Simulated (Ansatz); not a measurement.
# Random cubic perovskite alloy of BaHfO3 and BaTiO3 (135 atoms) under strain, part 2 of 3

How stiff is random cubic perovskite alloy of BaHfO3 and BaTiO3 (135 atoms), and how do its levels respond to strain?

Ansatz 0.2.0; Kohn-Sham DFT, PBE, PAW (set soft_2), plane waves.

The cell: 27 Ba, 18 Hf, 81 O and 9 Ti. Sampling is at Γ alone. No spin–orbit coupling is included.

So far. Step 2 (Single point at the start): The r.m.s. force at the start is 0.60 eV/Å. Step 3 (Cell and atoms relaxed): The relaxation converged after 7 steps, with a largest force component of 0.0072 eV/Å.

## Step 4: Single point at the relaxed geometry

One more single point at the end of the walk gives the fuller output and checks the residual forces.

input.yaml reads:

```yaml
crystal:
  lattice:
    - [12.60314, -0.00811, 2.0e-05]
    - [-0.00811, 12.3965, -0.00134]
    - [2.0e-05, -0.00134, 12.43197]
  atoms:
    - { symbol: Ba, position: [0.9985, 0.00046, 0.99764] }
    - { symbol: Hf, position: [0.16438, 0.17128, 0.16777] }
    - { symbol: O, position: [0.16777, 0.16069, 0.00104] }
    - { symbol: O, position: [0.00154, 0.16387, 0.17132] }
    - { symbol: O, position: [0.16939, 0.99182, 0.1709] }
    - { symbol: Ba, position: [0.99641, 0.00626, 0.33644] }
    [... 123 atom lines left out ...]
    - { symbol: O, position: [0.83783, 0.66654, 0.50107] }
    - { symbol: Ba, position: [0.65987, 0.66665, 0.66784] }
    - { symbol: Hf, position: [0.82681, 0.83264, 0.83282] }
    - { symbol: O, position: [0.84008, 0.83275, 0.66665] }
    - { symbol: O, position: [0.6692, 0.83263, 0.83386] }
    - { symbol: O, position: [0.83823, 0.66064, 0.8319] }
kpoints:
  mp_grid: { grid: [1, 1, 1] }
hamiltonian:
  xc: pbe
scf:
  occupations: { method: fixed }
output:
  forces: true
  stress: true
  populations: true
  dos:
    method: { smearing: { sigma: 0.1 } }
    de: 0.1
    projected: { site_lists: { Ba: [Ba], Hf: [Hf], O: [O], Ti: [Ti] } }
  eigenvalues: true
  write_density: true
  write_potential: true
  volumetric_format: npy
```

On the command line:

```console
$ ansatz run input.yaml --threads 8 --pin off --max-ram 15872MiB --backend cpu --events-out ev --progress --plain --runs-dir out
```

Numbers of over 12 decimals in the logs are rounded to 6 here.

The program printed:

```text
[...]
Crystal: 135 atoms, lattice volume = 1942.306 Å³
Basis set: ecut = 420 eV, 37995 PW (Γ), exchange–correlation on 180×180×180 points (8 copies of the dense FFT grid, shifted against one another)
Bands: 801, of which v1, the nominal top of the filled ones, is band 666 counted from 1 (665 counted from 0)
Symmetry: 1 space group operations
[...]
k-points: 1
[...]
SCF iter   1: F=—  HF=-512317.682612 eV  |F-HF|=—  |Δ(HF+E_count)|=         —  Δρ=1.67e-3  dr2=8.73e-2  ethr=1.77e-3  ⟨swp⟩=5.0  Hψ=2471  notcnv=0  defer=127
[...]
SCF iter  10: F=-512317.681258 eV  HF=-512317.681258 eV  |F-HF|=4.01e-8  |Δ(HF+E_count)|=   7.51e-9  Δρ=1.78e-6  dr2=6.49e-8  ethr=7.51e-12  ⟨swp⟩=20.0  Hψ=7947  notcnv=0
SCF 1 converged in 10 iterations: F = -512317.681258 eV  dr2 = 6.49e-8
[...]
SCF converged after 10 iterations
Free energy (F): -512317.681258 eV
[...]
Internal energy: -512317.681258 eV  (E = F + TS)
E sigma→0 (E₀):  -512317.681258 eV
Fermi energy:    10.604557 eV
[...]
--- Forces (eV/Å), atoms counted from 1 ---
  atom   1  Ba    -0.00055436    -0.00045129     0.00121290
  atom   2  Hf    -0.00131676    -0.00459839     0.00092923
  atom   3  O      0.00150828     0.00124282    -0.00228580
  atom   4  O      0.00078384     0.00055632     0.00017248
  atom   5  O      0.00013770    -0.00084405    -0.00195679
  atom   6  Ba     0.00222443    -0.00066334    -0.00072736
  atom   7  Ti     0.00363704    -0.00389085     0.00009679
  atom   8  O      0.00050551     0.00141290    -0.00081455
  atom   9  O     -0.00307489    -0.00049598    -0.00014279
  atom  10  O      0.00019057     0.00320267     0.00000678
  atom  11  Ba     0.00129744    -0.00042101     0.00025469
  atom  12  Hf    -0.00480186    -0.00473918     0.00121822
  atom  13  O      0.00085715     0.00102959    -0.00044541
  atom  14  O      0.00316255     0.00134679     0.00079672
[...]
atom 134  O     -0.00553472    -0.00074354    -0.00055284
  atom 135  O      0.00032593     0.00137383     0.00074115
  max |Σ_I F_I| component: 9.88e-5 eV/Å
--- Stress (GPa, compression-positive) ---
        0.030332       0.000298       0.000263
        0.000298       0.014377      -0.000156
        0.000263      -0.000156       0.019480
  P = ⅓ Tr σ = 0.0214 GPa (0.214 kbar)
--- Band table (eV) ---
[...]
--- Löwdin populations: 135 sites ---
  site symbol       q [e]
     0     Ba      8.2041
     1     Hf     24.8503
     2      O      6.8627
[...]
134      O      6.8671
  spilling = 0.007358 (of n_electrons = 1332.000000)
```

The job ended after 75 s (8 threads of Arm Neoverse V1, shared host; peak memory 4 GiB; 9.4 min of CPU time).

Numbers from this run:

```
free energy                                      : -512317.6813 eV
free energy per atom                             : -3794.9458 eV/atom
SCF cycles                                       : 10
pressure                                         : 0.0214 GPa
r.m.s. force component                           : 0.00177 eV/Å
longest force                                    : 0.00877 eV/Å
Fermi energy                                     : 10.6 eV
gap (highest filled to lowest empty level) : 2.986 eV
spilling of the projection                       : 0.007358
```

Löwdin charges by element (they lack the spilled electrons, 0.073 e an atom on average):

| element | coordination | atoms | mean charge (e) | spread | least | most |
| --- | --- | --- | --- | --- | --- | --- |
| Ba | all | 27 | 1.79 | 0.0052 | 1.78 | 1.80 |
| Hf | all | 18 | 1.16 | 0.0124 | 1.14 | 1.18 |
| O | all | 81 | -0.872 | 0.0225 | -0.917 | -0.803 |
| Ti | all | 9 | 1.23 | 0.0179 | 1.20 | 1.26 |

Density of states as counts of states in windows of 1 eV (from the Fermi level), total and the larger projections:

| from (eV) | to (eV) | total | O p | Hf f | Hf d | Ti d | Ba p |
| --- | --- | --- | --- | --- | --- | --- | --- |
| -14 | -11 | 0.0 | 0.0 | 0.0 | 0.0 | 0.0 | 0.0 |
| -11 | -10 | 111.9 | 3.9 | 12.2 | 1.4 | 0.3 | 92.1 |
| -10 | -9 | 302.1 | 1.9 | 238.5 | 0.4 | 0.1 | 59.1 |
| -9 | -4 | 0.0 | 0.0 | 0.0 | 0.0 | 0.0 | 0.0 |
| -4 | -3 | 94.3 | 69.4 | 0.1 | 11.2 | 3.9 | 0.4 |
| -3 | -2 | 123.9 | 91.0 | 0.1 | 13.2 | 11.2 | 3.7 |
| -2 | -1 | 114.2 | 98.0 | 0.2 | 5.7 | 2.4 | 1.7 |
| -1 | 0 | 151.0 | 142.5 | 0.4 | 1.6 | 1.0 | 1.3 |
| 0 | 1 | 2.5 | 2.5 | 0.0 | 0.0 | 0.0 | 0.0 |
| 1 | 2 | 0.0 | 0.0 | 0.0 | 0.0 | 0.0 | 0.0 |
| 2 | 3 | 2.5 | 0.2 | 0.0 | 0.6 | 1.6 | 0.0 |
| 3 | 4 | 49.0 | 7.5 | 0.0 | 3.9 | 35.5 | 0.0 |
| 4 | 5 | 21.5 | 2.6 | 0.0 | 8.6 | 6.6 | 0.0 |

With fixed occupations the program's Fermi level is the highest filled level; weight inside the gap is the broadening of levels at its edges.

Between -26 and -14 eV lie 216 more states.

The stored curve holds about 1116 of the 1332 electrons; the rest, give or take the few that broadening carries across the Fermi level, lie in deeper levels below its range.

The levels nearest the highest filled one (over half full), pooled over k-points and spins:

| level less the highest filled one (eV) | occupation |
| --- | --- |
| -0.0827 | 2 |
| -0.0713 | 2 |
| -0.0553 | 2 |
| -0.0506 | 2 |
| -0.0324 | 2 |
| 0 | 2 |
| 2.99 | 0 |
| 3.07 | 0 |
| 3.08 | 0 |
| 3.16 | 0 |
| 3.18 | 0 |
| 3.23 | 0 |

Electrostatic potential energy in the ac plane at fractional y = 0.161, with atoms of Hf and O and Ti within 0.2 Å of it. With pseudopotentials it is smooth inside the atoms' cores, unlike the true potential.

Values in eV, 13 rows by 16 columns, each cell a mean:
```
 15  14  -7   3  15  15  15   2  -7  14  15  15  10 -10  10  15
 -3   3 -19 -12   7  -8   6 -16 -18   6  -5   3  -7 -20  -2   3
-12   0 -23 -16   4 -16   3 -19 -21   4 -12  -2 -11 -24  -5  -3
 15  13  -3   4  15  15  14   4  -4  14  15  15  10  -4  11  15
 15  15 -18  -6  16  15  15  -4 -20  14  15  15   7 -26   7  15
  7   9  -5   4  14   6  11  -6  -6  11   9  10   2  -5  11  14
-27  -5 -27 -13   3 -28  -2 -25 -25   5 -20 -13 -17 -26   2   0
 13  12  -3   6  15  13  13   0  -1  13  14  14   7  -4  12  15
 14  15 -22  -9  15  15  15  -5 -24  14  15  15   6 -28   6  15
 14  12  -1   5  14  14  14   3  -2  13  15  15   9  -2  10  14
-20  -2 -26 -19   1 -25   1 -23 -25   2 -20  -7 -14 -25  -8  -9
  6   6 -13  -5  11   2  10  -9 -12   9   3   8  -2 -14   2   9
 15  14 -15  -2  15  15  15  -2 -14  14  15  15   9 -18   8  15
```
Columns run along a (12.6 Å; values clipped at the 3rd and 97th percentile), rows up along c (12.4 Å). Atoms in or near the plane, at fractional coordinates: Hf at (0.16, 0.17), O at (0.17, 0.00), O at (0.00, 0.17), Ti at (0.16, 0.50), O at (0.17, 0.34), O at (0.01, 0.50), Hf at (0.17, 0.83), O at (0.17, 0.66), O at (0.00, 0.83), Hf at (0.50, 0.17), O at (0.50, 0.00), O at (0.33, 0.17), Hf at (0.49, 0.50), O at (0.51, 0.33) and more.

Valence density in the ac plane at fractional y = 0.161, with atoms of Hf and O and Ti within 0.2 Å of it. It is the smooth field of the valence electrons, not physical close to the nuclei.

Ten steps, logarithmic in the rise over the least value, from '0' (0 e/Å³) to '9' (26 e/Å³), each cell a mean:
```
000135652000000135653100000135652100
000012321000000013321000000012321000
321136652123331146652123331146642123
653369985246653379985246653379984246
653368974235653368974235653368974235
221124431112221124431112221124431112
000023431000000023432000000013331000
000136653100000136663100000135653100
000135653100000135653100000135653100
000012321000000013321000000013321000
432134431123432246642113432135420012
664367762246653479974136664367751125
654357752135653379963135653367641124
221123321012221134431012221123310001
000124442000000023432000000124532000
000136763100000136663100000146753100
000135542000000135653100000135542000
100012321000100012321000000012221001
432146652123431146652123432146652124
753379984246753379985246653379984246
642368974235652368974235653368974235
211124431012211124431012211124431011
000124431000000023431000000023431000
000146653100000136653100000136653100
```
Columns run along a (12.6 Å), rows up along c (12.4 Å). Atoms in or near the plane, at fractional coordinates: Hf at (0.16, 0.17), O at (0.17, 0.00), O at (0.00, 0.17), Ti at (0.16, 0.50), O at (0.17, 0.34), O at (0.01, 0.50), Hf at (0.17, 0.83), O at (0.17, 0.66), O at (0.00, 0.83), Hf at (0.50, 0.17), O at (0.50, 0.00), O at (0.33, 0.17), Hf at (0.49, 0.50), O at (0.51, 0.33) and more.

The highest filled and lowest empty levels differ by 2.99 eV at Γ alone; the mesh holds the band edges only if they fold onto it, so the gap at this level can be narrower or closed. Mean Löwdin charges: Ba +1.79, Hf +1.16, O -0.87, Ti +1.23 e (they miss 0.74 % of the electrons, so they add up to more than the cell's charge). The largest share in the top eV of filled states is O p (96 % of the projected weight), and in the lowest eV of empty states Ti d (75 % of the projected weight).

## Step 5: Volume -3 %

The relaxed cell is scaled evenly and the atoms are relaxed again; the stress at the end gives one point of P(V).

input.yaml, the sections that differ from step 4:

```yaml
crystal:
  lattice:
    - [12.47583, -0.00803, 2.0e-05]
    - [-0.00803, 12.27127, -0.00133]
    - [2.0e-05, -0.00133, 12.30639]
  atoms:
    [... the 135 atom lines of step 4 ...]
output:
  forces: true
  eigenvalues: true
  stress: true
relax:
  f_tol: 0.05
  max_steps: 70
# kpoints, hamiltonian, scf: as in step 4
```

The program printed:

```text
Warning: output.stress: scf.convergence.dr2_threshold = 1e-7 eV (the SCF's general default) is looser than the 1.08e-8 eV advised for a printed stress (1e-10 eV for each atom of the cell: 135, of which 108 are counted). What an SCF threshold leaves in a stress goes as its square root, and in the free energy as the threshold itself, and one threshold admits the most on a small cell: [...]
[...]
Crystal: 135 atoms, lattice volume = 1884.037 Å³
Basis set: ecut = 420 eV, 36773 PW (Γ), exchange–correlation on 180×180×180 points (8 copies of the dense FFT grid, shifted against one another)
Bands: 801, of which v1, the nominal top of the filled ones, is band 666 counted from 1 (665 counted from 0)
Symmetry: 1 space group operations
[...]
k-points: 1
[...]
SCF iter   1: F=—  HF=-512316.770513 eV  |F-HF|=—  |Δ(HF+E_count)|=         —  Δρ=1.66e-3  dr2=7.72e-2  ethr=1.77e-3  ⟨swp⟩=5.0  Hψ=2471  notcnv=0  defer=127
[...]
SCF iter   5: F=—  HF=-512316.769626 eV  |F-HF|=—  |Δ(HF+E_count)|=   5.24e-5  Δρ=7.47e-5  dr2=1.03e-4  ethr=7.24e-8  ⟨swp⟩=2.0  Hψ=1315  notcnv=0  defer=133
SCF iter   6: F=-512316.769624 eV  HF=-512316.769627 eV  |F-HF|=2.75e-6  |Δ(HF+E_count)|=   1.30e-6  Δρ=3.44e-5  dr2=2.03e-5  ethr=4.69e-9  ⟨swp⟩=14.0  Hψ=4946  notcnv=0
SCF 1 converged in 6 iterations: F = -512316.769624 eV  dr2 = 2.03e-5
[...]
relax step   1: F+E_penalty+E_count = -512316.76962424 eV  Δ(F+E_penalty+E_count) = +0.000e0 eV  max|allowed force component| = 4.412e-1 eV/Å  Δτ_max = 0.0000 Å  (6 SCF iters, dr2 threshold 6.25e-5 eV, accepted)
[...]
relax step   2: F+E_penalty+E_count = -512316.71820140 eV  Δ(F+E_penalty+E_count) = +5.142e-2 eV  max|allowed force component| = 5.057e-1 eV/Å  Δτ_max = 0.0577 Å  (7 SCF iters, dr2 threshold 1.22e-5 eV, rejected (line search))
[...]
relax step   3: F+E_penalty+E_count = -512316.83218696 eV  Δ(F+E_penalty+E_count) = -6.256e-2 eV  max|allowed force component| = 2.686e-1 eV/Å  Δτ_max = 0.0223 Å  (10 SCF iters, accepted)
relax step   4: F+E_penalty+E_count = -512316.88166974 eV  Δ(F+E_penalty+E_count) = -4.948e-2 eV  max|allowed force component| = 6.892e-2 eV/Å  Δτ_max = 0.0431 Å  (8 SCF iters, dr2 threshold 4.51e-6 eV, accepted)
[...]
relax step   5: F+E_penalty+E_count = -512316.88560993 eV  Δ(F+E_penalty+E_count) = -3.940e-3 eV  max|allowed force component| = 6.923e-3 eV/Å  Δτ_max = 0.0082 Å  (9 SCF iters, accepted)
SCF converged after 9 iterations
Free energy (F): -512316.885610 eV
[...]
Internal energy: -512316.885610 eV  (E = F + TS)
E sigma→0 (E₀):  -512316.885610 eV
Fermi energy:    11.041904 eV
[...]
Σ components = -512316.885610   (vs F -512316.885610, Δ=0.00e0)
--- Forces (eV/Å), atoms counted from 1 ---
  atom   1  Ba     0.00011319    -0.00018826    -0.00232916
  atom   2  Hf    -0.00360855    -0.00459348    -0.00138365
  atom   3  O      0.00426758     0.00246118     0.00219853
  atom   4  O      0.00155357    -0.00005050     0.00110378
[...]
atom 135  O     -0.00258210     0.00053287    -0.00058117
  max |Σ_I F_I| component: 4.02e-5 eV/Å
--- Stress (GPa, compression-positive) ---
        3.969027       0.057978      -0.011248
        0.057978       4.751057       0.013846
       -0.011248       0.013846       4.576584
  P = ⅓ Tr σ = 4.4322 GPa (44.322 kbar)
--- Band table (eV) ---
[...]
--- Relaxed structure (5 steps of the walk, 4 accepted, 0 SCFs on fresh bases) ---
  F+E_penalty+E_count = -512316.88560993 eV   max|allowed force component| = 6.923e-3 eV/Å
  atoms:
    - { symbol: Ba, position: [0.999360, -0.000325456, 0.998710] }
    - { symbol: Hf, position: [0.164698, 0.170437, 0.168191] }
    - { symbol: O, position: [0.167910, 0.161919, 0.000755876] }
    - { symbol: O, position: [0.00136972, 0.164090, 0.170633] }
[...]
- { symbol: O, position: [0.837844, 0.661050, 0.832006] }
```

It took 3.9 min on 8 threads; peak memory 3.9 GiB; 30 min of CPU time.

The program notes that the SCF threshold is loose for the stress.

The relaxation converged after 5 steps, 0.116 eV below its start, with a largest force component of 0.0069 eV/Å.

Volume -3 %: the energy stands 0.796 eV above that of the reference, at a pressure of 4.43 GPa.

## Step 6: Volume +3 %

The relaxed cell is scaled to another volume.

input.yaml, the sections that differ from step 5:

```yaml
crystal:
  lattice:
    - [12.72793, -0.00819, 2.0e-05]
    - [-0.00819, 12.51925, -0.00135]
    - [2.0e-05, -0.00135, 12.55507]
  atoms:
    [... the 135 atom lines of step 4 ...]
# kpoints, hamiltonian, scf, output, relax: as in step 5
```

The program printed:

```text
[...]
Crystal: 135 atoms, lattice volume = 2000.576 Å³
Basis set: ecut = 420 eV, 39051 PW (Γ), exchange–correlation on 180×180×180 points (8 copies of the dense FFT grid, shifted against one another)
Bands: 801, of which v1, the nominal top of the filled ones, is band 666 counted from 1 (665 counted from 0)
Symmetry: 1 space group operations
[...]
k-points: 1
[...]
SCF iter   1: F=—  HF=-512316.877402 eV  |F-HF|=—  |Δ(HF+E_count)|=         —  Δρ=1.72e-3  dr2=1.02e-1  ethr=1.77e-3  ⟨swp⟩=5.0  Hψ=2471  notcnv=0  defer=128
[...]
SCF iter   5: F=—  HF=-512316.876849 eV  |F-HF|=—  |Δ(HF+E_count)|=   6.60e-5  Δρ=8.68e-5  dr2=2.23e-4  ethr=2.02e-7  ⟨swp⟩=2.0  Hψ=1127  notcnv=0  defer=133
SCF iter   6: F=-512316.876831 eV  HF=-512316.876839 eV  |F-HF|=8.38e-6  |Δ(HF+E_count)|=   1.01e-5  Δρ=4.21e-5  dr2=3.74e-5  ethr=4.69e-9  ⟨swp⟩=16.0  Hψ=5400  notcnv=0
SCF 1 converged in 6 iterations: F = -512316.876831 eV  dr2 = 3.74e-5
[...]
relax step   1: F+E_penalty+E_count = -512316.87683072 eV  Δ(F+E_penalty+E_count) = +0.000e0 eV  max|allowed force component| = 3.918e-1 eV/Å  Δτ_max = 0.0000 Å  (6 SCF iters, dr2 threshold 6.25e-5 eV, accepted)
[...]
relax step   2: F+E_penalty+E_count = -512316.83837395 eV  Δ(F+E_penalty+E_count) = +3.846e-2 eV  max|allowed force component| = 4.834e-1 eV/Å  Δτ_max = 0.0602 Å  (8 SCF iters, dr2 threshold 9.60e-6 eV, rejected (line search))
[...]
relax step   3: F+E_penalty+E_count = -512316.93884059 eV  Δ(F+E_penalty+E_count) = -6.201e-2 eV  max|allowed force component| = 2.666e-1 eV/Å  Δτ_max = 0.0237 Å  (10 SCF iters, accepted)
relax step   4: F+E_penalty+E_count = -512316.99939362 eV  Δ(F+E_penalty+E_count) = -6.055e-2 eV  max|allowed force component| = 8.403e-2 eV/Å  Δτ_max = 0.0517 Å  (9 SCF iters, dr2 threshold 4.44e-6 eV, accepted)
[...]
relax step   5: F+E_penalty+E_count = -512317.00778523 eV  Δ(F+E_penalty+E_count) = -8.392e-3 eV  max|allowed force component| = 1.911e-2 eV/Å  Δτ_max = 0.0131 Å  (10 SCF iters, accepted)
SCF converged after 10 iterations
Free energy (F): -512317.007785 eV
[...]
Internal energy: -512317.007785 eV  (E = F + TS)
E sigma→0 (E₀):  -512317.007785 eV
Fermi energy:    10.191970 eV
[...]
Σ components = -512317.007785   (vs F -512317.007785, Δ=0.00e0)
--- Forces (eV/Å), atoms counted from 1 ---
  atom   1  Ba     0.00331389     0.00026076     0.00889443
  atom   2  Hf     0.00379126     0.00754209    -0.00008718
  atom   3  O     -0.00071501    -0.00379642    -0.00387271
  atom   4  O     -0.00651967    -0.00274474    -0.00402342
[...]
atom 135  O      0.00459870     0.00211826     0.00088972
  max |Σ_I F_I| component: 1.16e-4 eV/Å
--- Stress (GPa, compression-positive) ---
       -3.109659      -0.113642       0.063708
       -0.113642      -3.733988      -0.028895
        0.063708      -0.028895      -3.645861
  P = ⅓ Tr σ = -3.4965 GPa (-34.965 kbar)
--- Band table (eV) ---
[...]
--- Relaxed structure (5 steps of the walk, 4 accepted, 0 SCFs on fresh bases) ---
  F+E_penalty+E_count = -512317.00778523 eV   max|allowed force component| = 1.911e-2 eV/Å
  atoms:
    - { symbol: Ba, position: [0.997520, 0.00141911, 0.995873] }
    - { symbol: Hf, position: [0.163876, 0.171854, 0.166653] }
    - { symbol: O, position: [0.167764, 0.159451, 0.00163844] }
    - { symbol: O, position: [0.00180704, 0.164057, 0.173006] }
[...]
- { symbol: O, position: [0.838447, 0.659411, 0.832385] }
```

The job ended after 4.3 min (8 threads; peak memory 4.1 GiB).

The relaxation converged after 5 steps, 0.131 eV below its start, with a largest force component of 0.019 eV/Å.

Volume +3 %: the energy stands 0.673 eV above that of the reference, at a pressure of -3.50 GPa.

## Step 7: Volume -6 %

The relaxed cell is scaled to another volume.

Input and log are left out; they have the form of those shown for this kind of step.

Run time: 3.8 min. Hardware: 8 threads of Arm Neoverse V1, shared host; peak memory 3.8 GiB; 29 min of CPU time.

The relaxation converged after 5 steps, 0.441 eV below its start, with a largest force component of 0.021 eV/Å.

Volume -6 %: the energy stands 3.35 eV above that of the reference, at a pressure of 9.82 GPa.

## Step 8: Volume +6 %

The relaxed cell is scaled to another volume.

Input and log are left out; they have the form of those shown for this kind of step.

It took 4.7 min on 8 threads of Arm Neoverse V1, shared host; peak memory 4.2 GiB; 37 min of CPU time.

The relaxation converged after 6 steps, 0.585 eV below its start, with a largest force component of 0.049 eV/Å.

Volume +6 %: the energy stands 2.45 eV above that of the reference, at a pressure of -6.12 GPa.

## Step 9: Volume -10 %

The relaxed cell is scaled to another volume.

Input and log are left out; they have the form of those shown for this kind of step.

Run time: 3.9 min. Hardware: 8 threads of Arm Neoverse V1, shared host; peak memory 3.7 GiB; 30 min of CPU time.

The relaxation converged after 5 steps, 1.14 eV below its start, with a largest force component of 0.036 eV/Å.

Volume -10 %: the energy stands 10.2 eV above that of the reference, at a pressure of 18.9 GPa.

(Part 2 of 3 ends here.)

[Logs are printed without paths, hosts, clocks, repeated set-up lines and the standing remarks that a program may print on its own settings, such as how far it seeks lower states.]

[Hosts, paths, dates, database ids (printed as entryN), source tags and the programs' standing remarks are cut or masked in the printed files.]
